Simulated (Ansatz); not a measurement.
# MgO (Periclase, Fm-3m): converging a phonon calculation, part 2 of 3

Wanted: convergence of the phonons of MgO (Periclase, Fm-3m) against cost.

Ansatz 0.2.0; DFT PBEsol, scalar-relativistic, plane waves, PAW; PAW set soft_1.

So far, highest frequency on the path or at a solved wavevector (cm⁻¹): step 3 (response at finite wavevector) 692; step 4 (q mesh 2×2×2) 692. The relaxed cell has a = 4.215 Å (conventional setting).

The database entry behind the starting cell differs from later determinations by our own check (about 0.1 % long), so it need not match the best structure at ambient conditions.

## (7) Comparing the runs

Times are for 4 threads of AMD EPYC 9R45, shared host. Results by setting:

```tsv
no.	q mesh	k-mesh	mean frequency (cm⁻¹)	lowest frequency on the path (cm⁻¹)	time	memory (GiB)
1	2×2×2	8×8×8	386.4	0	2 s	0.48
2	3×3×3	9×9×9	387.8	0	6 s	0.56
3	6×6×6	12×12×12	388.2	0	88 s	1.2
```

The runs together. The phonon density of states by wavenumber; read off at these points; values in 1/cm⁻¹/cell:

```tsv
wavenumber (cm⁻¹)	2×2×2, 8×8×8	3×3×3, 9×9×9	6×6×6, 12×12×12
5	0	0	0
25	3.0e-5	4.0e-5	3.0e-5
45	1.2e-4	1.6e-4	1.3e-4
65	2.7e-4	3.5e-4	3.0e-4
75	3.6e-4	4.8e-4	4.0e-4
95	6.0e-4	7.8e-4	6.7e-4
115	9.3e-4	0.00115	0.00102
135	0.00134	0.00163	0.00147
155	0.0019	0.00221	0.00207
175	0.00263	0.00296	0.00284
195	0.00364	0.0039	0.00388
215	0.00513	0.00521	0.00531
225	0.00616	0.00608	0.00628
245	0.00971	0.00863	0.00911
265	0.0264	0.0141	0.0157
285	0.0198	0.0292	0.0270
305	0.0121	0.0140	0.0138
325	0.00966	0.0103	0.0103
345	0.00843	0.00858	0.00842
355	0.0193	0.015	0.0114
375	0.0232	0.0237	0.0242
395	0.0325	0.0402	0.0333
415	0.0256	0.0266	0.0309
425	0.0316	0.0324	0.0303
435	0.0269	0.0219	0.0195
455	0.0176	0.0145	0.0120
475	0.00434	0.00849	0.00998
485	0.00569	0.00522	0.00522
505	0.00876	0.00557	0.00673
525	0.0096	0.00957	0.0112
545	0.00686	0.0121	0.00853
565	0.00562	0.00714	0.00632
585	0.00467	0.00521	0.00501
605	0.00402	0.00427	0.0042
625	0.00344	0.00353	0.00353
635	0.00314	0.00317	0.00321
655	0.0025	0.00243	0.00254
675	0.00167	0.00154	0.00169
695	5.0e-5	4.0e-5	6.0e-5
```

The runs together, line C_V. The C_V by temperature; values in J/mol-atom/K:

```tsv
temperature (K)	2×2×2, 8×8×8	3×3×3, 9×9×9	6×6×6, 12×12×12
0	0	0	0
50	0.456	0.494	0.471
100	4.26	4.27	4.24
150	9.55	9.52	9.49
200	13.8	13.7	13.7
250	16.7	16.7	16.7
300	18.7	18.7	18.7
350	20.1	20.1	20.1
400	21.1	21.1	21.1
450	21.8	21.8	21.8
500	22.4	22.4	22.4
550	22.8	22.8	22.8
600	23.1	23.1	23.1
650	23.4	23.4	23.4
700	23.6	23.6	23.6
750	23.8	23.7	23.7
800	23.9	23.9	23.9
850	24.0	24	24
900	24.1	24.1	24.1
950	24.2	24.2	24.2
1000	24.3	24.3	24.3
```

## (8) Another k mesh, k-mesh 2×2×2, q mesh 2×2×2

The k mesh is changed to 2×2×2 on a small fixed q mesh, to find the coarsest that serves.

Contents of input.yaml:

```yaml
crystal:
  lattice:
    - [0.0, 2.1074634062, 2.1074634062]
    - [2.1074634062, 0.0, 2.1074634062]
    - [2.1074634062, 2.1074634062, 0.0]
  atoms:
    - { symbol: Mg, position: [0.0, 0.0, 0.0] }
    - { symbol: O, position: [0.5, 0.5, 0.5] }
kpoints:
  mp_grid: { grid: [2, 2, 2] }
hamiltonian:
  xc: pbesol
  pseudopotentials: { kind: paw, azcp: { folder: soft_1 }, xc_functional: pbe }
scf:
  occupations: { method: fixed }
output:
  eigenvalues: true
phonons:
  method: dfpt
  dielectric: true
  rigid_motions: translations
  qmesh: [2, 2, 2]
  temperatures: { t_max: 1000, t_step: 50 }
  qpath:
    path:
      - [[0.0, 0.0, 0.0], [0.5, 0.0, 0.5], [0.625, 0.25, 0.625]]
      - [[0.375, 0.375, 0.75], [0.0, 0.0, 0.0], [0.5, 0.5, 0.5], [0.5, 0.25, 0.75], [0.5, 0.0, 0.5]]
    npoints: 10
```

Command:

```bash
ansatz run input.yaml --threads 4 --pin off --max-ram 16384MiB --backend cpu --events-out ev --progress --plain --runs-dir out
```

Numbers of over 12 decimals in the logs are rounded to 6 here.

Log:

```text
[...]
Crystal: 2 atoms, lattice volume = 18.720 Å³
Basis set: ecut = 420 eV, 339 PW (Γ), exchange–correlation on 40×40×40 points (8 copies of the dense FFT grid, shifted against one another)
Bands: 12, of which v1, the nominal top of the filled ones, is band 8 counted from 1 (7 counted from 0)
Symmetry: 48 space group operations
k-points: 4 of 8 (irreducible under 8 space group operations)
[...]
SCF iter   1: F=—  HF=-2474.967844 eV  |F-HF|=—  |Δ(HF+E_count)|=         —  Δρ=7.38e-2  dr2=6.33e-1  ethr=3.10e-3  ⟨swp⟩=4.5  Hψ=255  notcnv=0  defer=2
[...]
SCF iter   8: F=-2474.977857 eV  HF=-2474.977857 eV  |F-HF|=1.18e-11  |Δ(HF+E_count)|=  2.23e-10  Δρ=3.23e-7  dr2=1.34e-11  ethr=1.00e-12  ⟨swp⟩=5.8  Hψ=230  notcnv=0
SCF 1 converged in 8 iterations: F = -2474.977857 eV  dr2 = 1.34e-11
[...]
DFPT response loops at Γ: preconditioner auto → none (the input reference at scf.mixing.eps_inf says where Resta's filter doesn't serve); β = 0.50; Broyden in place of MSR1
── the response to a field inside a basis, on 4×4×4 k-points: an SCF that follows is theirs, and a resumed run solves both again ──
Bands: 9, of which v1, the nominal top of the filled ones, is band 8 counted from 1 (7 counted from 0)
k-points: 10 of 64 (irreducible under 12 space group operations)
[...]
Eigensolver: Dense (10 Hₖ)
SCF iter   1: F=—  HF=-2475.921918 eV  |F-HF|=—  |Δ(HF+E_count)|=         —  Δρ=3.08e-2  dr2=1.71e-1  ethr=1.00e-1
[...]
SCF iter   5: F=-2475.877254 eV  HF=-2475.877254 eV  |F-HF|=2.89e-8  |Δ(HF+E_count)|=   1.66e-6  Δρ=2.41e-5  dr2=2.69e-8  ethr=1.00e-8
SCF 1 converged in 5 iterations: F = -2475.877254 eV  dr2 = 2.69e-8
[...]
WARN: field response: ε∞ stands inside a basis, on 4×4×4 points; the force constants stand on the 2×2×2 k-mesh, whose period is 8.70 times the interband length at k = (0.0000, 0.0000, 0.0000), direct gap 4.344 eV, under 14: take them and everything formed from them as unconverged, and compare with a denser kpoints.mp_grid
[...]
SCF converged after 8 iterations
Free energy (F): -2474.977857 eV
[...]
Internal energy: -2474.977857 eV  (E = F + TS)
E sigma→0 (E₀):  -2474.977857 eV
Fermi energy:    8.415039 eV
[...]
--- Band table (eV) ---
  k-point 0: bands = [... 4 lower, -8.8380, 8.4150, 8.4150, 8.4150, 12.7589, 23.6177, 23.6177, 23.6177]
  k-point 1: bands = [... 4 lower, -7.4358, 3.5456, 7.7307, 7.7307, 15.7957, 20.7639, 24.1358, 24.1358]
  k-point 2: bands = [... 4 lower, -7.1986, 4.1208, 6.9906, 6.9906, 16.9436, 17.8284, 21.2284, 26.9358]
  k-point 3: bands = [... 4 lower, -7.1986, 4.1208, 6.9906, 6.9906, 16.9436, 17.8284, 21.2284, 26.9358]
--- Phonons (Γ-DFPT): 2 representative perturbations + reference, on 4 of 8 k-points (Σ response iterations 7) ---
  k mesh reduced under 8 symmetry operations, with k and −k counted as one. Each operation leaves every solved perturbation unchanged. A smaller set is not considered because the run solves the response to a homogeneous field
  ASR residual: 1.909e-4 → 0.000e0 eV/Å²; symmetrization residual: 5.192e-6 eV/Å²
  ASR residual per site (eV/Å²): 1.91e-4 1.29e-4
  Γ frequencies (cm⁻¹): 0.00 0.00 0.00 351.67 351.67 351.67
  ε∞ (high-frequency dielectric tensor):
        3.245482    -0.000000     0.000000
       -0.000000     3.245482    -0.000000
        0.000000    -0.000000     3.245482
  ε⁰ (static dielectric tensor: ions relaxed, cell fixed):
       11.886640    -0.000000    -0.000000
       -0.000000    11.886640    -0.000000
       -0.000000    -0.000000    11.886640
  ε⁰ − ε∞ (ionic part):
        8.641158    -0.000000    -0.000000
       -0.000000     8.641158    -0.000000
       -0.000000    -0.000000     8.641158
  softest optical mode at Γ: 351.67 cm⁻¹; the repairs (sum rule, projections) moved no ω² at Γ by more than (1.65 cm⁻¹)²
  Born effective charges Z* (e; rows j = field, columns β = displacement):
    site 0:
         1.98054   -0.00000   -0.00000
        -0.00000    1.98054   -0.00000
        -0.00000   -0.00000    1.98054
    site 1:
        -1.98054    0.00000    0.00000
         0.00000   -1.98054    0.00000
         0.00000    0.00000   -1.98054
  Z* charge neutrality: 5.780e-4 e pre-enforcement
  solved inside a basis spanned on kpoints, on 4×4×4 k-points, its susceptibility summed on 8×8×8: ε∞ is read to err by 7.1e-3, Z* by 5.1e-2 e (field_mesh: kpoints solves on kpoints); Z* is corrected for what the basis lacks
  optical modes at Γ without the LO–TO term, one row a degenerate level:
      ω (cm⁻¹)  modes    IR ((D/Å)²/amu)
        351.67      3            28.1390
  optical modes at Γ + LO–TO along q̂ = [1.0000, 0.0000, 0.0000]:
      ω (cm⁻¹)  modes    IR ((D/Å)²/amu)
        351.67      2            18.7593
        673.01      1             9.3797
  optical modes at Γ + LO–TO along q̂ = [0.0000, 1.0000, 0.0000]:
      ω (cm⁻¹)  modes    IR ((D/Å)²/amu)
        351.67      2            18.7593
        673.01      1             9.3797
  optical modes at Γ + LO–TO along q̂ = [0.0000, 0.0000, 1.0000]:
      ω (cm⁻¹)  modes    IR ((D/Å)²/amu)
        351.67      2            18.7593
        673.01      1             9.3797
--- Phonons (arbitrary-q DFPT): 3 irreducible q on the 2×2×2 mesh ---
[...]
interpolated dispersion: 63 rows × 6 modes
[...]
```

It took 1.9 s on 4 threads of AMD EPYC 9R45, shared host; peak memory 0.4 GiB.

The run finished; it serves as a test, and its numbers are not taken as the result.

## (9) Another k mesh, k-mesh 4×4×4, q mesh 2×2×2

The k mesh is changed to 4×4×4 on a small fixed q mesh, to find the coarsest that serves.

input.yaml, as its differences from that of step 8:

```diff
@@ -9,3 +9,3 @@
 kpoints:
-  mp_grid: { grid: [2, 2, 2] }
+  mp_grid: { grid: [4, 4, 4] }
 hamiltonian:
```

Log:

```text
[...]
Crystal: 2 atoms, lattice volume = 18.720 Å³
Basis set: ecut = 420 eV, 339 PW (Γ), exchange–correlation on 40×40×40 points (8 copies of the dense FFT grid, shifted against one another)
Bands: 12, of which v1, the nominal top of the filled ones, is band 8 counted from 1 (7 counted from 0)
Symmetry: 48 space group operations
k-points: 13 of 64 (irreducible under 8 space group operations, time reversal used)
[...]
SCF iter   1: F=—  HF=-2475.863836 eV  |F-HF|=—  |Δ(HF+E_count)|=         —  Δρ=7.13e-2  dr2=4.76e-1  ethr=3.10e-3  ⟨swp⟩=4.5  Hψ=838  notcnv=0  defer=14
[...]
SCF iter   8: F=-2475.860712 eV  HF=-2475.860712 eV  |F-HF|=1.36e-12  |Δ(HF+E_count)|=  8.19e-10  Δρ=1.04e-7  dr2=9.63e-13  ethr=1.00e-12  ⟨swp⟩=6.9  Hψ=855  notcnv=0
SCF 1 converged in 8 iterations: F = -2475.860712 eV  dr2 = 9.63e-13
[...]
Bands: 9, of which v1, the nominal top of the filled ones, is band 8 counted from 1 (7 counted from 0)
k-points: 10 of 64 (irreducible under 12 space group operations)
[...]
Eigensolver: Dense (10 Hₖ)
SCF iter   1: F=—  HF=-2475.876162 eV  |F-HF|=—  |Δ(HF+E_count)|=         —  Δρ=9.88e-4  dr2=1.53e-4  ethr=1.00e-1
[...]
SCF iter   4: F=-2475.876131 eV  HF=-2475.876131 eV  |F-HF|=2.63e-8  |Δ(HF+E_count)|=   7.54e-7  Δρ=2.33e-5  dr2=2.03e-8  ethr=1.77e-8
SCF 1 converged in 4 iterations: F = -2475.876131 eV  dr2 = 2.03e-8
[...]
SCF converged after 8 iterations
Free energy (F): -2475.860712 eV
[...]
Internal energy: -2475.860712 eV  (E = F + TS)
E sigma→0 (E₀):  -2475.860712 eV
Fermi energy:    7.924936 eV
[...]
--- Band table (eV; the first three rows and the last of 13) ---
  k-point 0: bands = [... 4 lower, -9.2571, 7.9249, 7.9249, 7.9249, 12.5366, 23.5509, 23.5509, 23.5509]
  k-point 1: bands = [... 4 lower, -8.6402, 5.2364, 7.5833, 7.5833, 14.8915, 20.3164, 24.4080, 24.4080]
  k-point 2: bands = [... 4 lower, -7.9095, 3.2601, 7.2700, 7.2700, 15.6532, 20.3912, 24.0873, 24.0873]
  k-point 12: bands = [... 4 lower, -7.6217, 4.9474, 4.9474, 6.1382, 19.4060, 19.4060, 19.9636, 23.2914]
[...]
ASR residual: 8.825e-5 → 0.000e0 eV/Å²; symmetrization residual: 1.567e-6 eV/Å²
  ASR residual per site (eV/Å²): 4.08e-5 8.83e-5
  Γ frequencies (cm⁻¹): 0.00 0.00 0.00 386.17 386.17 386.17
  ε∞ (high-frequency dielectric tensor):
        3.245215     0.000000    -0.000000
        0.000000     3.245215     0.000000
       -0.000000     0.000000     3.245215
  ε⁰ (static dielectric tensor: ions relaxed, cell fixed):
       10.410892    -0.000000    -0.000000
       -0.000000    10.410892    -0.000000
       -0.000000    -0.000000    10.410892
  ε⁰ − ε∞ (ionic part):
        7.165677    -0.000000    -0.000000
       -0.000000     7.165677    -0.000000
       -0.000000    -0.000000     7.165677
[...]
Born effective charges Z* (e; rows j = field, columns β = displacement):
    site 0:
         1.98046   -0.00000   -0.00000
        -0.00000    1.98046   -0.00000
        -0.00000   -0.00000    1.98046
    site 1:
        -1.98046    0.00000    0.00000
         0.00000   -1.98046    0.00000
         0.00000    0.00000   -1.98046
  Z* charge neutrality: 7.773e-4 e pre-enforcement
[...]
optical modes at Γ without the LO–TO term, one row a degenerate level:
      ω (cm⁻¹)  modes    IR ((D/Å)²/amu)
        386.17      3            28.1369
  optical modes at Γ + LO–TO along q̂ = [1.0000, 0.0000, 0.0000]:
      ω (cm⁻¹)  modes    IR ((D/Å)²/amu)
        386.17      2            18.7579
        691.67      1             9.3790
  optical modes at Γ + LO–TO along q̂ = [0.0000, 1.0000, 0.0000]:
      ω (cm⁻¹)  modes    IR ((D/Å)²/amu)
        386.17      2            18.7579
        691.67      1             9.3790
  optical modes at Γ + LO–TO along q̂ = [0.0000, 0.0000, 1.0000]:
      ω (cm⁻¹)  modes    IR ((D/Å)²/amu)
        386.17      2            18.7579
        691.67      1             9.3790
--- Phonons (arbitrary-q DFPT): 3 irreducible q on the 2×2×2 mesh ---
[...]
interpolated dispersion: 63 rows × 6 modes
[...]
```

The job ended after 1.9 s (4 threads; peak memory 0.39 GiB).

The run finished; it serves as a test, and its numbers are not taken as the result.

## (10) Another k mesh, k-mesh 6×6×6, q mesh 2×2×2

The k mesh is changed to 6×6×6 on a small fixed q mesh, to find the coarsest that serves.

input.yaml, as its differences from that of step 9:

```diff
@@ -9,3 +9,3 @@
 kpoints:
-  mp_grid: { grid: [4, 4, 4] }
+  mp_grid: { grid: [6, 6, 6] }
 hamiltonian:
```

Log:

```text
[...]
Crystal: 2 atoms, lattice volume = 18.720 Å³
Basis set: ecut = 420 eV, 339 PW (Γ), exchange–correlation on 40×40×40 points (8 copies of the dense FFT grid, shifted against one another)
Bands: 12, of which v1, the nominal top of the filled ones, is band 8 counted from 1 (7 counted from 0)
Symmetry: 48 space group operations
k-points: 30 of 216 (irreducible under 8 space group operations, time reversal used)
[...]
optical modes at Γ + LO–TO along q̂ = [0.0000, 1.0000, 0.0000]:
      ω (cm⁻¹)  modes    IR ((D/Å)²/amu)
        387.11      2            18.7564
        692.16      1             9.3782
  optical modes at Γ + LO–TO along q̂ = [0.0000, 0.0000, 1.0000]:
      ω (cm⁻¹)  modes    IR ((D/Å)²/amu)
        387.11      2            18.7564
        692.16      1             9.3782
--- Phonons (arbitrary-q DFPT): 3 irreducible q on the 2×2×2 mesh ---
[...]
interpolated dispersion: 63 rows × 6 modes
[...]
[key lines of the parts left out:]
SCF converged after 8 iterations
Free energy (F): -2475.873779 eV
Fermi energy:    7.909891 eV
```

It took 2.8 s on 4 threads; peak memory 0.43 GiB; 8.9 s of CPU time.

A gap read on the k-mesh alone can miss the band edges.

Frequencies (cm⁻¹) solved at each irreducible wavevector; negative means imaginary. Frequencies by wavevector, by row:

```tsv
q in reciprocal lattice units	star	mode 1	mode 2	mode 3	mode 4	mode 5	mode 6
0 0 0	1	0	0	0	387.1	387.1	387.1
0 0 -0.5	4	271.1	271.1	352.9	352.9	537.2	555.9
0 -0.5 -0.5	3	284.1	284.1	414.5	436.3	436.3	534.5
```

The highest optical mode at the zone centre (no LO-TO term) is 387.1 cm⁻¹, -0.1 cm⁻¹ against the base run.

## (11) Another k mesh, q mesh 2×2×2

The k mesh is changed to 8×8×8 on a small fixed q mesh, to find the coarsest that serves.

input.yaml, as its differences from that of step 10:

```diff
@@ -9,3 +9,3 @@
 kpoints:
-  mp_grid: { grid: [6, 6, 6] }
+  mp_grid: { grid: [8, 8, 8] }
 hamiltonian:
```

Log:

```text
[...]
Crystal: 2 atoms, lattice volume = 18.720 Å³
Basis set: ecut = 420 eV, 339 PW (Γ), exchange–correlation on 40×40×40 points (8 copies of the dense FFT grid, shifted against one another)
Bands: 12, of which v1, the nominal top of the filled ones, is band 8 counted from 1 (7 counted from 0)
Symmetry: 48 space group operations
k-points: 59 of 512 (irreducible under 8 space group operations, time reversal used)
[...]
optical modes at Γ + LO–TO along q̂ = [0.0000, 1.0000, 0.0000]:
      ω (cm⁻¹)  modes    IR ((D/Å)²/amu)
        387.17      2            18.7562
        692.19      1             9.3781
  optical modes at Γ + LO–TO along q̂ = [0.0000, 0.0000, 1.0000]:
      ω (cm⁻¹)  modes    IR ((D/Å)²/amu)
        387.17      2            18.7562
        692.19      1             9.3781
--- Phonons (arbitrary-q DFPT): 3 irreducible q on the 2×2×2 mesh ---
[...]
interpolated dispersion: 63 rows × 6 modes
[...]
[key lines of the parts left out:]
SCF converged after 8 iterations
Free energy (F): -2475.874096 eV
Fermi energy:    7.909144 eV
```

The job ended after 3.8 s (4 threads; peak memory 0.53 GiB).

Frequencies (cm⁻¹) solved at each irreducible wavevector; negative means imaginary. Frequencies by wavevector, by row:

```tsv
q in reciprocal lattice units	star	mode 1	mode 2	mode 3	mode 4	mode 5	mode 6
0 0 0	1	0	0	0	387.2	387.2	387.2
0 0 -0.5	4	271.1	271.1	352.9	352.9	537.2	555.9
0 -0.5 -0.5	3	284.1	284.1	414.5	436.4	436.4	534.5
```

The highest optical mode at the zone centre (no LO-TO term) is 387.2 cm⁻¹, +0.0 cm⁻¹ against the base run.

## (12) Another k mesh, k-mesh 12×12×12, q mesh 2×2×2

The k mesh is changed to 12×12×12 on a small fixed q mesh, to find the coarsest that serves.

input.yaml, as its differences from that of step 11:

```diff
@@ -9,3 +9,3 @@
 kpoints:
-  mp_grid: { grid: [8, 8, 8] }
+  mp_grid: { grid: [12, 12, 12] }
 hamiltonian:
```

Log:

```text
[...]
Crystal: 2 atoms, lattice volume = 18.720 Å³
Basis set: ecut = 420 eV, 339 PW (Γ), exchange–correlation on 40×40×40 points (8 copies of the dense FFT grid, shifted against one another)
Bands: 12, of which v1, the nominal top of the filled ones, is band 8 counted from 1 (7 counted from 0)
Symmetry: 48 space group operations
k-points: 163 of 1728 (irreducible under 8 space group operations, time reversal used)
[...]
optical modes at Γ + LO–TO along q̂ = [0.0000, 1.0000, 0.0000]:
      ω (cm⁻¹)  modes    IR ((D/Å)²/amu)
        387.17      2            18.7583
        692.25      1             9.3792
  optical modes at Γ + LO–TO along q̂ = [0.0000, 0.0000, 1.0000]:
      ω (cm⁻¹)  modes    IR ((D/Å)²/amu)
        387.17      2            18.7583
        692.25      1             9.3792
--- Phonons (arbitrary-q DFPT): 3 irreducible q on the 2×2×2 mesh ---
[...]
interpolated dispersion: 63 rows × 6 modes
[...]
[key lines of the parts left out:]
SCF converged after 8 iterations
Free energy (F): -2475.874242 eV
Fermi energy:    7.909124 eV
```

It took 5.8 s on 4 threads; peak memory 0.6 GiB.

The highest optical mode at the zone centre (no LO-TO term) is 387.2 cm⁻¹, +0.0 cm⁻¹ against the base run.

## (13) Comparing the runs

Times are for 4 threads of AMD EPYC 9R45, shared host. Results by setting:

```tsv
no.	k-mesh	lowest mode on the q mesh (acoustic modes at Γ apart) (cm⁻¹)	highest frequency on the path or at a solved wavevector (cm⁻¹)	time	memory (GiB)
1	6×6×6	271.1	692.2	2.8 s	0.43
2	8×8×8	271.1	692.2	3.8 s	0.53
3	12×12×12	271.1	692.2	5.8 s	0.60
```

The runs together. The phonon density of states by wavenumber; read off at these points; values in 1/cm⁻¹/cell:

```tsv
wavenumber (cm⁻¹)	6×6×6	8×8×8 = 12×12×12
5	0	0
35	7.0e-5	7.0e-5
75	3.6e-4	3.6e-4
105	7.5e-4	7.5e-4
135	0.00134	0.00134
165	0.00223	0.00223
205	0.00428	0.00428
235	0.00759	0.00759
265	0.0264	0.0264
305	0.0121	0.0121
335	0.0087	0.0087
365	0.0230	0.0229
395	0.0325	0.0325
425	0.0316	0.0316
435	0.0267	0.0269
465	0.0100	0.0101
495	0.00777	0.00776
525	0.0096	0.0096
535	0.00864	0.00865
565	0.00562	0.00562
595	0.00433	0.00433
625	0.00344	0.00344
665	0.00213	0.00213
695	5.0e-5	5.0e-5
```

The runs together, line C_V. C_V, 6×6×6 = 8×8×8 = 12×12×12 against temperature:

```tsv
temperature (K)	C_V, 6×6×6 = 8×8×8 = 12×12×12 (J/mol-atom/K)
0	0
50	0.456
100	4.26
150	9.55
200	13.8
250	16.7
300	18.7
350	20.1
400	21.1
450	21.8
500	22.4
550	22.8
600	23.1
650	23.4
700	23.6
750	23.8
800	23.9
850	24.0
900	24.1
950	24.2
1000	24.3
```

[end of part 2 of 3]

[Logs are printed without paths, hosts, clocks, repeated set-up lines and the standing remarks that a program may print on its own settings, such as how far it seeks lower states.]

[Hosts, paths, dates, database ids (printed as entryN), source tags and the programs' standing remarks are cut or masked in the printed files.]
